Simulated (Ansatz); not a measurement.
# TiAl (P-6m2): from the cell to its phonons, part 3 of 3

Wanted: phonon frequencies of TiAl (P-6m2) and what follows from them.

Ansatz 0.2.0; DFT PBEsol, scalar-relativistic, plane waves, PAW.

So far. Step 3 (Tight relaxation): The forces vanish by symmetry and the pressure is 0.006 GPa, within the tolerances set. The cell now holds 16.21 Å³/atom. Step 4 (Linear response at the zone centre): Before it was imposed, the acoustic sum rule was missed by 3.8e-5 eV/Å². Small misses are needed for a sound result but don't prove that mesh and cutoff are converged. The lowest optical mode is real, 182 cm⁻¹. The relaxed cell has a = 2.846, c = 4.621 Å (conventional setting).

**5. The dispersion (continued)**

Tetrahedra on a 30×30×16 mesh, mean over bins of 5 cm-1. Interpolated from a 6×6×4 q mesh. Table of phonon density of states by wavenumber; read off at these points:

wavenumber (cm⁻¹), phonon density of states (1/cm⁻¹/cell) and a bar:
```
        2     0.0000 
       12     0.0002 
       22     0.0007 
       32     0.0011 
       38     0.0013 #
       48     0.0017 #
       58     0.0022 #
       68     0.0029 #
       78     0.0049 ##
       88     0.0062 ###
       92     0.0071 ###
      102     0.0111 #####
      112     0.0150 #######
      122     0.0205 #########
      132     0.0221 ##########
      142     0.0277 #############
      148     0.0340 ################
      152     0.0405 ###################
      158     0.0353 ################
      168     0.0290 #############
      178     0.0213 ##########
      188     0.0202 #########
      198     0.0309 ##############
      202     0.0330 ###############
      212     0.0381 #################
      222     0.0289 #############
      232     0.0295 ##############
      242     0.0150 #######
      252     0.0129 ######
      258     0.0128 ######
      268     0.0135 ######
      278     0.0162 #######
      288     0.0326 ###############
      298     0.0227 ##########
      308     0.0655 ##############################
      312     0.0541 #########################
      322     0.0126 ######
      332     0.0028 #
      342     0.0002
```

The partial phonon density of states has structure finer than the step of the table below, so its rows give means over 10 cm⁻¹, whole bins alone (the curve runs from -10 to 363 cm⁻¹). Peaks (cm⁻¹: height): Al 233.8: 0.0170, 287.7: 0.0277, 308.8: 0.0466; Ti 79.1: 0.00607, 130.6: 0.0197, 154.1: 0.0282, 210.3: 0.0257, 308.8: 0.0166.

Phonopy on the run's constants, 21x21x13 mesh, Gaussian sigma 2.7 cm-1. Interpolated from a 6×6×4 q mesh. The partial phonon density of states by wavenumber; means over each step; values in 1/cm⁻¹/cell:

```
wavenumber (cm⁻¹)       Al       Ti
                0   2.1e-5   3.9e-5
               10   6.4e-5   1.1e-4
               20   1.5e-4   2.5e-4
               30   4.6e-4   7.9e-4
               40   4.5e-4   7.8e-4
               50   7.0e-4  0.00123
               60   9.1e-4  0.00159
               70  0.00107  0.00205
               80  0.00144  0.00467
               90  0.00191  0.00365
              100  0.00253  0.00826
              110  0.00362   0.0113
              120  0.00408   0.0126
              130  0.00562   0.0181
              140  0.00603   0.0181
              150  0.00936   0.0275
              160  0.00987   0.0237
              170   0.0111   0.0165
              180   0.0100   0.0112
              190   0.0103   0.0134
              200   0.0116   0.0195
              210   0.0124   0.0244
              220   0.0129   0.0198
              230   0.0153   0.0122
              240   0.0124  0.00627
              250  0.00958  0.00365
              260   0.0103  0.00273
              270   0.0119  0.00200
              280   0.0190  0.00155
              290   0.0242  0.00236
              300   0.0230  0.00597
              310   0.0390   0.0146
              320   0.0150  0.00730
              330  0.00299  0.00163
              340   6.2e-4   3.5e-4
              350   1.3e-5   6.3e-6
```

Second derivatives of the energy by pair, one row for each kind of neighbour of each atom listed. Each entry sums the pair over the periodic images of the supercell that the q mesh stands for, and in a polar crystal it holds the long-range dipole part too. Force constants by pair, by row:

```
atom  neighbour  distance (Å)  third of the trace (eV/Å²)  along the pair's line (eV/Å²)
 Ti1     itself             0                       6.623                              –
 Ti1         Al         2.835                     -0.6731                         -1.868
 Ti1         Ti         2.846                     -0.1851                         -0.132
 Ti1         Al         4.018                      0.1066                         0.3076
 Ti1         Ti         4.621                     -0.1398                        -0.0848
 Ti1         Al         4.924                     -0.0306                        -0.1522
 Ti1         Ti          4.93                     -0.1484                        -0.6801
 Ti1         Ti         5.427                     -0.0215                        -0.0605
 Ti1         Ti         5.693                       -0.18                        -0.3872
 Al2     itself             0                       6.104                              –
 Al2         Ti         2.835                     -0.6731                         -1.868
 Al2         Al         2.846                     -0.3905                         -1.139
 Al2         Ti         4.018                      0.1066                         0.3076
 Al2         Al         4.621                     -0.0478                        -0.1078
 Al2         Ti         4.924                     -0.0306                        -0.1522
 Al2         Al          4.93                      0.0346                          0.057
 Al2         Al         5.427                      0.0017                        -0.0122
 Al2         Al         5.693                      -0.017                         -0.048
```

Harmonic thermodynamic functions per atom, from the density of states. Interpolated from a 6×6×4 q mesh. Thermodynamic functions, by row:

```
T (K)  F_vib (meV/atom)  S (J/mol-atom/K)  C_V (J/mol-atom/K)
    0              39.3                 0                   0
   50             39.12             1.409               3.875
  100             37.07             6.893               12.57
  200             23.63             18.59               20.41
  300             -0.42             27.39               22.74
  400            -32.42             34.08               23.66
  500             -70.6             39.41               24.11
  600            -113.8             43.83               24.36
  700            -161.2              47.6               24.51
  800            -212.3             50.88               24.61
  900            -266.6             53.78               24.68
 1000            -323.7             56.38               24.73
```

Harmonic mean-square displacement, third of the trace. Interpolated from a 6×6×4 q mesh. Mean square displacements, by row:

```
T (K)  Ti1 U_eq (Å²)  Al2 U_eq (Å²)
    0        0.00222        0.00298
  100        0.00336          0.004
  300        0.00808        0.00869
  600        0.01574        0.01665
```

Symmetry leaves 21 wavevectors to solve. The lowest mode among them, the acoustic zeros apart, lies at q = (0, 0.167, 0) and is real, 25.1 cm⁻¹.

**6. Outcome**

```
space group after relaxation (within 0.01 Å)            : P-6m2
volume per atom                                         : 16.2 Å³
electronic character                                    : no gap on this mesh
highest optical mode at the zone centre (no LO-TO term) : 342 cm⁻¹
lowest optical zone-centre mode                         : 182 cm⁻¹
lowest mode on the q mesh (acoustic modes at Γ apart)   : 25.1 cm⁻¹
highest frequency on the path or at a solved wavevector : 342 cm⁻¹
zero-point energy per atom                              : 39.3 meV
heat capacity at 300 K                                  : 22.7 J/(mol atoms K)
vibrational entropy at 300 K                            : 27.4 J/(mol atoms K)
Debye temperature (second moment)                       : 414 K
imaginary modes on the 6×6×4 q mesh                     : none
```

What this shows: The structure is a minimum as far as tested: no mode is imaginary at the 21 irreducible wavevectors of the 6×6×4 mesh, and the softest away from the acoustic zeros lies at 25 cm⁻¹. The optical modes at Γ span 182 to 342 cm⁻¹. With no gap, or one that is small against the smearing, the frequencies hang on the k mesh and the smearing, most of all near Kohn anomalies. The phonon runs are without spin polarisation, although the cell has an odd electron count. These are harmonic frequencies at zero temperature: anharmonic shifts, linewidths and thermal expansion are left out.

[Logs are printed without paths, hosts, clocks, repeated set-up lines and the standing remarks that a program may print on its own settings, such as how far it seeks lower states.]

[Hosts, paths, dates, database ids (printed as entryN), source tags and the programs' standing remarks are cut or masked in the printed files.]
